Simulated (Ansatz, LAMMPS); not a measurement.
# Convergence of a linear-scaling basis for aqueous Rb+ and F-, 1.6 mol of salt per kg of water at 300 K (208 atoms)

Wanted: errors and times of a linear-scaling basis for aqueous Rb+ and F-, 1.6 mol of salt per kg of water at 300 K (208 atoms). A setting counts as converged where the r.m.s. difference of forces stays under 1 % of the r.m.s. force.

Main program and level: Ansatz 0.2.0; Kohn-Sham DFT, PBE+D3(BJ), PAW (set soft_2), plane waves.

## (1) Starting point

The cell holds 208 atoms: 68 O, 136 H, 2 Rb and 2 F. Its edges and angles: a = 12.779 Å, b = 12.779 Å, c = 12.779 Å, α = 90.0°, β = 90.0°, γ = 90.0°. 68 H2O, 2 Rb+, 2 F- placed at random, at 1.14 g/cm³; overlaps pushed apart, then 10 ps at 420 K with Joung-Cheatham ions (J. Phys. Chem. B 112, 9020 (2008)); SPC/E water (Berendsen, Grigera and Straatsma, J. Phys. Chem. 91, 6269 (1987)). Snapshot after 20 ps at 300 K and fixed volume.

Before any run, some limits are plain. The network of contacts between molecules at the start is that of the classical potential that made the cell, and needn't be the one that DFT or experiment would give. The density was typed from a rule of thumb and may lie off the real one at this temperature. The Brillouin zone is sampled at Γ only, in a cell whose shortest periodic width is 13 Å.

## (2) Making the structure

A classical potential makes the cell, at a small fraction of what the same run would cost in DFT.

This step: classical MD, Joung-Cheatham ions (J. Phys. Chem. B 112, 9020 (2008)); SPC/E water (Berendsen, Grigera and Straatsma, J. Phys. Chem. 91, 6269 (1987)) (LAMMPS 22 Jul 2025 - Update 4).

in.lmp reads:

```
# aqueous Rb+ and F-, 1.6 mol of salt per kg of water
units real
atom_style full
boundary p p p
bond_style harmonic
angle_style harmonic
dihedral_style opls
improper_style harmonic
special_bonds lj 0 0 0.5 coul 0 0 0.75
read_data data.lmp
neigh_modify delay 0 every 1 check yes one 4000
comm_modify cutoff 12.0
timestep 0.5
thermo_style custom step time temp pe press density
thermo_modify norm yes
# push overlapping molecules apart
pair_style soft 2.6
pair_coeff * * 0.0
variable a equal ramp(1,60)
fix ad all adapt 1 pair soft a * * v_a
velocity all create 420 87748 mom yes dist gaussian
fix lim all nve/limit 0.03
fix lan all langevin 420 420 50 87749 zero yes
thermo 1000
run 3000 post no
unfix ad
pair_style lj/cut/coul/long 9.0
pair_modify mix arithmetic tail yes
pair_coeff 1 1 0.1553 3.1660   # O
pair_coeff 2 2 0.0000 1.0000   # H
pair_coeff 3 3 0.4451 3.0950   # Rb
pair_coeff 4 4 0.0074 4.0215   # F
kspace_style pppm 1.0e-4
thermo 100
# [... 17 lines left out ...]
compute msd all msd com yes
thermo 5000
fix md all nvt temp 300 300 100
run 20000 post no
print "== T300: mean square displacement over the hold $(c_msd[4]:%.2f) A^2"
unfix md
uncompute msd
write_dump all custom T300.dump id type xs ys zs modify sort id
```

On the command line:

```
$ lmp -in in.lmp -log none -nocite
```

Standard output:

```text
LAMMPS (22 Jul 2025 - Update 4)
Reading data file ...
  orthogonal box = (0 0 0) to (12.77907 12.77907 12.77907)
  208 atoms
  orthogonal box = (0 0 0) to (12.77907 12.77907 12.77907)
  136 bonds
  68 angles
   Step          Time           Temp          PotEng         Press         Density
         0   0              420            0.24109619     9886.7325      1.1410011
      1000   500            377.33694      0.899994       25453.912      1.1410011
      2000   1000           434.40496      0.83239005     45745.242      1.1410011
      3000   1500           374.52805      0.82467629     45904.963      1.1410011
Loop time of 0.202816 s on 1 MPI rank(s) for 3000 steps with 208 atoms
PPPM initialization ...
  G vector (1/distance) = 0.30115313
  grid = 8 8 8
  estimated relative force accuracy = 7.1336798e-05
   Step          Time           Temp          PotEng         Press         Density
      3000   1500           374.52805      0.74396403     50518.936      1.1410011
[... 13 lines left out ...]
      2000   1000           381.66223     -4.8627954      7792.6378      1.1410011
Loop time of 1.33774 s on 1 MPI rank(s) for 2000 steps with 208 atoms
   Step          Time           Temp          PotEng         Press         Density
      2000   1000           568.37468     -5.2958321     -3280.7864      1.1410011
[... 5 lines left out ...]
Loop time of 7.21019 s on 1 MPI rank(s) for 10000 steps with 208 atoms
   Step          Time           Temp          PotEng         Press         Density
[... 4 lines left out ...]
Loop time of 3.55306 s on 1 MPI rank(s) for 5000 steps with 208 atoms
   Step          Time           Temp          PotEng         Press         Density
[... 2 lines left out ...]
     25000   24000          281.08912     -5.4921839      73.400738      1.1410011
     30000   29000          278.97723     -5.5515153      1892.5162      1.1410011
     35000   34000          298.32517     -5.5617378     -1687.4273      1.1410011
     37000   36000          309.87569     -5.5726463      1400.5346      1.1410011
Loop time of 14.056 s on 1 MPI rank(s) for 20000 steps with 208 atoms
== T300: mean square displacement over the hold 23.13 A^2
```

It took 27 s on 1 thread of Arm Neoverse V2, shared host; peak memory 0.08 GiB.

The input also reads data.lmp (atoms, bonds and types; not printed here).

## (3) Plane-wave single point

The first run fixes the reference, at a cutoff of 420 eV.

input.yaml reads:

```yaml
crystal:
  lattice:
    - [12.77907, 0.0, 0.0]
    - [0.0, 12.77907, 0.0]
    - [0.0, 0.0, 12.77907]
  atoms:
    - { symbol: O, position: [0.44881, 0.98226, 0.79466] }
    - { symbol: H, position: [0.43218, 0.0052, 0.72172] }
    - { symbol: H, position: [0.46564, 0.04487, 0.83849] }
    - { symbol: O, position: [0.27522, 0.50693, 0.93489] }
    - { symbol: H, position: [0.34434, 0.51686, 0.9702] }
    - { symbol: H, position: [0.28453, 0.46204, 0.87147] }
    - { symbol: O, position: [0.69078, 0.0461, 0.89632] }
    - { symbol: H, position: [0.72751, 0.07534, 0.83371] }
    - { symbol: H, position: [0.73934, 0.04668, 0.95768] }
    - { symbol: O, position: [0.47576, 0.74676, 0.69582] }
    - { symbol: H, position: [0.53204, 0.69982, 0.66837] }
    - { symbol: H, position: [0.4312, 0.77152, 0.63645] }
    - { symbol: O, position: [0.88202, 0.88588, 0.35559] }
    - { symbol: H, position: [0.93028, 0.93324, 0.39499] }
    - { symbol: H, position: [0.88321, 0.90475, 0.27966] }
    - { symbol: O, position: [0.00089, 0.13661, 0.02313] }
    - { symbol: H, position: [0.03229, 0.20483, 0.04512] }
    - { symbol: H, position: [0.93129, 0.12757, 0.05776] }
    - { symbol: O, position: [0.27742, 0.09791, 0.40548] }
    - { symbol: H, position: [0.21566, 0.12536, 0.36604] }
    - { symbol: H, position: [0.25533, 0.03706, 0.44946] }
    - { symbol: O, position: [0.21661, 0.08628, 0.68927] }
    - { symbol: H, position: [0.19401, 0.05581, 0.75771] }
    - { symbol: H, position: [0.21455, 0.03084, 0.63409] }
    - { symbol: O, position: [0.72609, 0.68084, 0.66646] }
    - { symbol: H, position: [0.77841, 0.70818, 0.61509] }
    - { symbol: H, position: [0.67711, 0.63177, 0.63017] }
    - { symbol: O, position: [0.65801, 0.55286, 0.38417] }
    - { symbol: H, position: [0.72291, 0.51329, 0.36558] }
    - { symbol: H, position: [0.65037, 0.61436, 0.33639] }
    - { symbol: O, position: [0.05753, 0.7821, 0.76014] }
    - { symbol: H, position: [0.03602, 0.7696, 0.68595] }
    [... 170 atom lines left out ...]
    - { symbol: H, position: [0.74272, 0.89211, 0.38734] }
    - { symbol: H, position: [0.63342, 0.82741, 0.3733] }
    - { symbol: Rb, position: [0.62602, 0.85051, 0.81749] }
    - { symbol: Rb, position: [0.07608, 0.59454, 0.8762] }
    - { symbol: F, position: [0.20862, 0.93198, 0.54641] }
    - { symbol: F, position: [0.11286, 0.17172, 0.31089] }
kpoints:
  mp_grid: { grid: [1, 1, 1] }
hamiltonian:
  xc: pbe
  dispersion: d3bj
scf:
  occupations: { method: gaussian, width: 0.05 }
output:
  forces: true
  stress: true
  populations: intrinsic
  dos:
    method: { smearing: { sigma: 0.1 } }
    de: 0.1
    projected: { site_lists: { F: [F], H: [H], O: [O], Rb: [Rb] } }
  eigenvalues: true
  write_density: true
  write_potential: true
  volumetric_format: npy
```

On the command line:

```
$ ansatz run input.yaml --threads 8 --pin off --max-ram 15872MiB --backend cpu --events-out ev --progress --plain --runs-dir out
```

Standard output:

```text
Engine: ansatz 0.2.0, aarch64-unknown-linux-gnu
Pseudopotentials: kind: paw
Pseudopotential: O, paw, valence charge 6, recommended cutoff 420 eV (normal), O.paw.azcp
Pseudopotential: H, paw, valence charge 1, recommended cutoff 420 eV (normal), H.paw.azcp
Pseudopotential: Rb, paw, valence charge 9, recommended cutoff 420 eV (normal), Rb.paw.azcp
Pseudopotential: F, paw, valence charge 7, recommended cutoff 420 eV (normal), F.paw.azcp
[... 5 lines on functional and potentials left out ...]
Crystal: 208 atoms, lattice volume = 2086.881 Å³
Basis set: ecut = 420 eV, 40747 PW (Γ), exchange–correlation on 180×180×180 points (8 copies of the dense FFT grid, shifted against one another)
Bands: 496, of which v1, the nominal top of the filled ones, is band 288 counted from 1 (287 counted from 0)
Symmetry: 1 space group operations
Space group: P1 (ITA 1), of the structure as read, at distance tolerance 1.3e-4 Å
k-points: 1
[... 9 lines on functional and potentials left out ...]
Initial density: superposition of atomic densities (neutral atoms: chi_scale 0, normalization atom), corrected by the library's trained network
Initial wavefunctions: pseudopotential atomic-orbital guess
Functional: x = pbe(κ = 0.804, μ = 0.219515), c = pbe(β = 0.066725)
SCF iter   1: F=—  HF=-48935.108208 eV  |F-HF|=—  |Δ(HF+E_count)|=         —  Δρ=3.05e-3  dr2=2.33e-1  ethr=1.77e-3  ⟨swp⟩=5.0  Hψ=2060  notcnv=0  defer=169
preconditioner: auto → Resta (q_TF=auto, 2.201 Å⁻¹)  ε∞=2.2  [insulator: Δε(μ)=3.979 eV  Ē_g=17.664 eV  σ=0.050 eV  W_gap=1.00  n_scr=388 (ndim 8)  ℏωp=19.4 eV  f_vac=0.263  D(μ)=0.00/eV (n_scr^D=0)  ε∞_Penn≈2.2]
SCF iter   2: F=—  HF=-48934.991872 eV  |F-HF|=—  |Δ(HF+E_count)|=   1.16e-1  Δρ=1.57e-3  dr2=4.97e-2  ethr=4.05e-5  ⟨swp⟩=2.0  Hψ=796  notcnv=0  defer=201
SCF iter   3: F=—  HF=-48934.956765 eV  |F-HF|=—  |Δ(HF+E_count)|=   3.51e-2  Δρ=6.45e-4  dr2=1.33e-2  ethr=8.63e-6  ⟨swp⟩=2.0  Hψ=588  notcnv=0  defer=201
SCF iter   4: F=—  HF=-48934.951912 eV  |F-HF|=—  |Δ(HF+E_count)|=   4.85e-3  Δρ=2.49e-4  dr2=1.21e-3  ethr=2.30e-6  ⟨swp⟩=3.0  Hψ=589  notcnv=0  defer=201
SCF iter   5: F=—  HF=-48934.951895 eV  |F-HF|=—  |Δ(HF+E_count)|=   1.72e-5  Δρ=1.43e-4  dr2=3.21e-4  ethr=2.11e-7  ⟨swp⟩=3.0  Hψ=641  notcnv=0  defer=201
SCF iter   6: F=—  HF=-48934.951814 eV  |F-HF|=—  |Δ(HF+E_count)|=   8.08e-5  Δρ=3.26e-5  dr2=1.74e-5  ethr=5.57e-8  ⟨swp⟩=3.0  Hψ=645  notcnv=0  defer=201
SCF iter   7: F=—  HF=-48934.952356 eV  |F-HF|=—  |Δ(HF+E_count)|=   5.42e-4  Δρ=1.39e-5  dr2=3.02e-6  ethr=3.03e-9  ⟨swp⟩=2.0  Hψ=782  notcnv=0  defer=201
SCF iter   8: F=—  HF=-48934.952356 eV  |F-HF|=—  |Δ(HF+E_count)|=   1.27e-7  Δρ=4.50e-6  dr2=3.61e-7  ethr=5.24e-10  ⟨swp⟩=3.0  Hψ=581  notcnv=0  defer=201
SCF iter   9: F=-48934.952356 eV  HF=-48934.952356 eV  |F-HF|=1.10e-8  |Δ(HF+E_count)|=   3.93e-8  Δρ=1.33e-6  dr2=3.35e-8  ethr=1.74e-11  ⟨swp⟩=21.0  Hψ=4476  notcnv=0
SCF 1 converged in 9 iterations: F = -48934.952356 eV  dr2 = 3.35e-8
  greatest PAW one-centre occupation: 0.973 electrons in one spin orbital (limit 2), on the Rb atom at site 204 (counted from 0), in its partial waves of l = 0
WARN: The input density's exchange-correlation potential varies sharply where the density is thin. Do not read a vacuum level from v_tot or v_xc, or from such a field of the output density. On a cell that repeats whose density bears no net charge and no dipole along the vacuum's axis use v_es (v_loc + v_h of the components); [...]
SCF converged after 9 iterations
Free energy (F): -48934.952356 eV
Harris-Foulkes:  -48934.952356 eV  (|F-HF|=1.10e-8)
Internal energy: -48934.952356 eV  (E = F + TS)
E sigma→0 (E₀):  -48934.952356 eV
Fermi energy:    0.214701 eV
--- Per-component energies (eV) ---
  E_band       = -5443.356033
  E_kinetic    = 14537.463224
  E_local      = -46662.315791  (includes V_loc(G=0)·N_el)
  E_nonlocal   = 3992.105652
  E_hartree    = 16913.489240
  E_xc         = -6597.327664
  E_vxc        = -8372.401147  (∫ρ·V_xc dr)
  E_paw        = -16494.124431  (= ΣΔE_a)
  E_vpaw       = -2765.208862  (= ΣTr[D̂ρ^β])
  E_aug_tail   = 0.016195  (compensation charges beyond the density's cutoff)
  E_ewald      = -14616.511301
  E_disp       = -7.747480  (pairwise vdW)
  E_smearing   = -0.000000  (= −TS)
  E_closure    = 0.000000  (closes the sum)
  Σ components = -48934.952356   (vs F -48934.952356, Δ=0.00e0)
--- Forces (eV/Å), atoms counted from 1 ---
  atom   1  O     -0.70083982    -0.90976543    -1.03942382
  atom   2  H      0.62469967     0.55910610     1.06691332
  atom   3  H     -0.08446289     0.54202970    -0.64070671
  atom   4  O     -0.12089644    -0.32246249    -0.31894280
  atom   5  H     -0.42448027    -0.65753612    -0.40509992
  atom   6  H      0.11975829     0.81234373     0.63122585
  atom   7  O      1.00452647     0.32743296     0.46741084
  atom   8  H     -0.42400956    -0.39287193     0.78132321
  atom   9  H     -0.56013308     0.08058141    -1.17693265
  atom  10  O      0.32209933    -0.32642712    -0.25779938
  atom  11  H     -1.08274502     0.40972607    -0.11261329
  atom  12  H      0.55233284    -0.36578103     0.43245504
  atom  13  O      0.28914586     0.74800885    -0.00009321
  atom  14  H     -0.24643535    -0.59212541    -0.55566116
[...]
atom 207  F     -0.52000833     0.11421527     0.03734611
  atom 208  F     -0.31848206    -0.21349127    -0.11660229
  max |Σ_I F_I| component: 3.03e-5 eV/Å
--- Stress (GPa, compression-positive) ---
       -2.160126      -0.556601      -0.147343
       -0.556600      -1.853535       0.012092
       -0.147343       0.012092      -2.321374
  P = ⅓ Tr σ = -2.1117 GPa (-21.117 kbar)
--- Band table (eV) ---
  k-point 0: bands = ["-25.5805", "-25.4694", "-24.5250", "-23.8344", [... 480 levels ...], "11.2156", "11.2251", "11.2662", "11.2948", "11.3621", "11.3892", "11.4113", "11.4393", "11.4671", "11.4773", "11.5115", "11.5326"]
--- intrinsic populations: 208 sites ---
  site symbol       q [e]
     0      O      6.7926
     1      H      0.6179
     2      H      0.6428
[...]
207      F      7.5911
  spilling = 0.000000 (of n_electrons = 576.000000)
```

Run time: 24 s. Hardware: 8 threads of Arm Neoverse V2, shared host; peak memory 3 GiB; 3 min of CPU time.

Reading the cycles: dr2 is the Hartree energy of the density residual (eV), the measure of convergence; HF is the Harris–Foulkes estimate of the energy, which meets the free energy F at convergence.

The program notes that the exchange-correlation potential is rough where the density is thin.

The run gave:

* free energy: -48934.9524 eV
* free energy per atom: -235.2642 eV/atom
* SCF cycles: 9
* pressure: -2.112 GPa
* r.m.s. force component: 0.5315 eV/Å
* longest force: 1.561 eV/Å
* Fermi energy: 0.2147 eV
* gap (highest filled to lowest empty level): 3.75 eV

Length of the force by element and coordination:

```tsv
element	coordination	atoms	mean length of the force (eV/Å)	spread	least	most
F	all	2	0.467	0.0665	0.401	0.534
H	all	136	0.929	0.313	0.183	1.56
O	all	68	0.742	0.326	0.162	1.55
Rb	all	2	0.408	0.144	0.264	0.552
```

Intrinsic-atomic-orbital charges by element and coordination:

```tsv
element	coordination	atoms	mean charge (e)	spread	least	most
F	all	2	-0.573	0.0179	-0.591	-0.555
H	all	136	0.379	0.0115	0.35	0.413
O	all	68	-0.767	0.0283	-0.851	-0.688
Rb	all	2	0.864	0.0045	0.859	0.868
```

Density of states as counts of states in windows of 1 eV (from the Fermi level), total and the larger projections:

```tsv
from (eV)	to (eV)	total	O p	H s	O s
-18	-11	0.0	0.0	0.0	0.0
-11	-10	13.2	7.1	3.1	0.0
-10	-9	59.6	34.4	15.0	0.2
-9	-8	67.8	46.7	19.5	0.2
-8	-7	7.8	5.4	2.1	0.1
-7	-6	30.4	21.4	3.2	3.0
-6	-5	55.8	41.8	4.2	4.9
-5	-4	55.8	46.5	2.0	3.3
-4	-3	77.7	74.9	0.6	1.0
-3	-2	59.7	58.7	0.3	0.1
-2	-1	4.2	4.1	0.0	0.0
-1	1	0.0	0.0	0.0	0.0
1	2	1.7	0.1	1.1	0.4
2	3	1.2	0.1	0.7	0.2
3	4	14.1	1.2	8.1	2.4
4	5	23.4	2.1	12.5	3.3
```

Between -26 and -18 eV lie 144 more states.

The levels nearest the highest filled one (over half full), pooled over k-points and spins:

```tsv
level less the highest filled one (eV)	occupation
-0.430	2
-0.329	2
-0.318	2
-0.248	2
-0.0585	2
0	2
3.75	0
4.84	0
4.94	0
5.04	0
5.06	0
5.25	0
```

Electrostatic potential energy in the bc plane at fractional x = 0.113, with atoms of H and O and F within 0.2 Å of it. With pseudopotentials it is smooth inside the atoms' cores, unlike the true potential.

Ten even steps from '0' (-35 eV) to '9' (5 eV), each cell a mean:
```
9853799999999999999988788999999999999
9511799999999999999863136899999999999
9546999999999999998730003799999999999
9999999999999999998851015899999999999
9999999999999999999987778999876799999
9999999999999999999999999999741499999
9999999999999999999999999999877899999
9999999997458999999999999999989999999
9999999997348999999988999999998899999
8999999999658999999615999888764478999
5799999999768999999867999987442178987
1589999999977899999999999987778889985
7888999999710179999999999987789999998
9998899985310279999988999999999888899
9999998884477889998833899999997437999
9999940159899999998855899999996114889
9888910049999999999999999999999761388
6525975688889999999999999999999986786
0025999996158898999999999999999999950
0288999987113656999778889999999999950
0489999998100224897334149999999999984
4789999999733788998657469999999999987
8999999999999999998899999999999999999
9999999999999999999999999999999999999
```
Columns run along b (12.8 Å; values clipped at the 3rd and 97th percentile), rows up along c (12.8 Å). Atoms in or near the plane, at fractional coordinates: H at (0.82, 0.76), O at (0.32, 0.45), H at (0.26, 0.40), H at (0.60, 0.12), O at (0.31, 0.13), H at (0.27, 0.20), H at (0.00, 0.52), H at (0.83, 0.56), H at (0.90, 0.30), O at (0.99, 0.20), H at (0.00, 0.12), H at (0.06, 0.24), F at (0.17, 0.31).

Valence density in the bc plane at fractional x = 0.113, with atoms of H and O and F within 0.2 Å of it. It is the smooth field of the valence electrons, not physical close to the nuclei.

Values in units of 1e0 e/Å³, 13 rows by 16 columns, each cell a mean:
```
0.7 1.2 0.1 0.0 0.0 0.0 0.0 0.0 0.1 0.6 0.4 0.0 0.1 0.2 0.0 0.1
0.8 0.9 0.1 0.0 0.0 0.0 0.0 0.0 0.5 1.7 1.1 0.1 0.1 0.1 0.0 0.1
0.1 0.1 0.0 0.0 0.0 0.0 0.0 0.0 0.1 0.4 0.3 0.1 0.7 0.6 0.0 0.0
0.0 0.1 0.0 0.1 0.5 0.2 0.0 0.0 0.0 0.0 0.0 0.1 0.6 0.5 0.0 0.0
0.0 0.0 0.0 0.2 1.7 0.7 0.0 0.0 0.2 0.2 0.0 0.1 0.2 0.1 0.0 0.0
0.2 0.0 0.0 0.1 0.4 0.2 0.0 0.0 0.3 0.2 0.1 0.3 1.2 0.9 0.1 0.1
0.6 0.2 0.0 0.0 0.7 2.4 0.3 0.0 0.0 0.0 0.0 0.2 0.4 0.1 0.1 0.2
0.1 0.1 0.1 0.2 1.2 2.5 0.5 0.1 0.2 0.2 0.0 0.0 0.1 0.8 0.6 0.1
0.0 0.2 3.8 3.3 0.2 0.1 0.0 0.1 0.2 0.2 0.0 0.0 0.2 1.9 1.5 0.1
1.3 0.5 1.5 1.3 0.2 0.1 0.0 0.0 0.0 0.0 0.0 0.0 0.0 0.1 0.3 1.0
3.0 0.3 0.0 0.1 1.5 1.9 0.4 0.2 0.7 0.4 0.1 0.0 0.0 0.0 0.1 2.3
0.5 0.1 0.0 0.1 1.6 2.5 0.4 0.3 1.4 0.9 0.2 0.0 0.0 0.0 0.0 0.2
0.0 0.1 0.0 0.0 0.1 0.1 0.0 0.0 0.1 0.1 0.0 0.0 0.0 0.0 0.0 0.0
```
Columns run along b (12.8 Å), rows up along c (12.8 Å). Atoms in or near the plane, at fractional coordinates: H at (0.82, 0.76), O at (0.32, 0.45), H at (0.26, 0.40), H at (0.60, 0.12), O at (0.31, 0.13), H at (0.27, 0.20), H at (0.00, 0.52), H at (0.83, 0.56), H at (0.90, 0.30), O at (0.99, 0.20), H at (0.00, 0.12), H at (0.06, 0.24), F at (0.17, 0.31).

Mean intrinsic-atomic-orbital charges: F -0.57, H +0.38, O -0.77, Rb +0.86 e. The largest share in the top eV of filled states is O p (99 % of the projected weight), and in the lowest eV of empty states H s (65 % of the projected weight).

(Part 1 of 2 ends here.)

[Long decimals in the printed logs are rounded to 6 places.]

[Logs are printed without paths, hosts, clocks, repeated set-up lines and the standing remarks that a program may print on its own settings, such as how far it seeks lower states.]

[Hosts, paths, dates, database ids (printed as entryN), source tags and the programs' standing remarks are cut or masked in the printed files.]
